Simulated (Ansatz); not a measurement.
SiMo3 (Pm-3n): the Drude term of Re ε in the infrared

Re ε of SiMo3 (Pm-3n) at low photon energies is read from one computed spectrum; the carriers' damping was typed as γ = 0.05 eV.

Cell: a, b, c = 4.889, 4.889, 4.889 Å (primitive vectors), 8 atoms.

Method: Ansatz 0.2.0, PBE, independent particles, k-mesh 6×6×6 with interpolation inside its cells, Gaussian parameter 0.1 eV.

Launch of the response step: `ansatz run input.yaml --threads 4 --pin off --max-ram 8192MiB --backend cpu --events-out ev --progress --plain --runs-dir out`. The run took 2.5 min, on 4 threads of Intel(R) Xeon(R) Processor @ 2.50GHz (Skylake/Cascade Lake), on a shared host.

| photon energy E (eV) | wavelength (µm) | Re ε |
| --- | --- | --- |
| 0.25 | 4.96 | -411.9 |
| 0.30 | 4.13 | -276.7 |
| 0.35 | 3.54 | -196.5 |
| 0.40 | 3.10 | -150.3 |
| 0.50 | 2.48 | -108.4 |
| 0.60 | 2.07 | -79.0 |
| 0.70 | 1.77 | ? |

A Drude term over a constant background gives Re ε = ε_b − ωp²/(E² + γ²), linear in 1/(E² + γ²).

Working, on the rows shown:

| x = 1/(E² + γ²) (eV⁻²) | y = Re ε |
| --- | --- |
| 15.3846 | -411.9 |
| 10.8108 | -276.7 |
| 8 | -196.5 |
| 6.15385 | -150.3 |
| 3.9604 | -108.4 |
| 2.75862 | -79 |

Means: x̄ = 7.8447, ȳ = -203.8. Σ(x − x̄)(y − ȳ) = -2880, Σ(x − x̄)² = 109.5. Slope = -2880 / 109.5 = -26.3; intercept = ȳ − slope · x̄ = 2.5449. The line misses the rows shown by at most 11.

Problem. What does the fit predict for the withheld row, and how well does it do?

Solution. At x = 2.0305 the line gives y = -50.864. The run gave -54.0, so the extrapolation is off by 3.1, 0.9 % of the range in the table.

Refitted with all rows, the slope is -26.19 and the intercept 1.305. These give ωp = √(−slope) = 5.12 eV, against 5.70 eV from the program's Fermi-surface sum, and an intercept of 1.3. Taking the program's Drude term off the rows leaves 88 at the lowest energy and 12 at the highest, so the background isn't constant: interband transitions lie in or near the window, and neither fitted number can be trusted. The values come from a sum over the points of one k-mesh and carry its error, which is largest for Fermi-surface quantities. Spin-orbit coupling is left out.
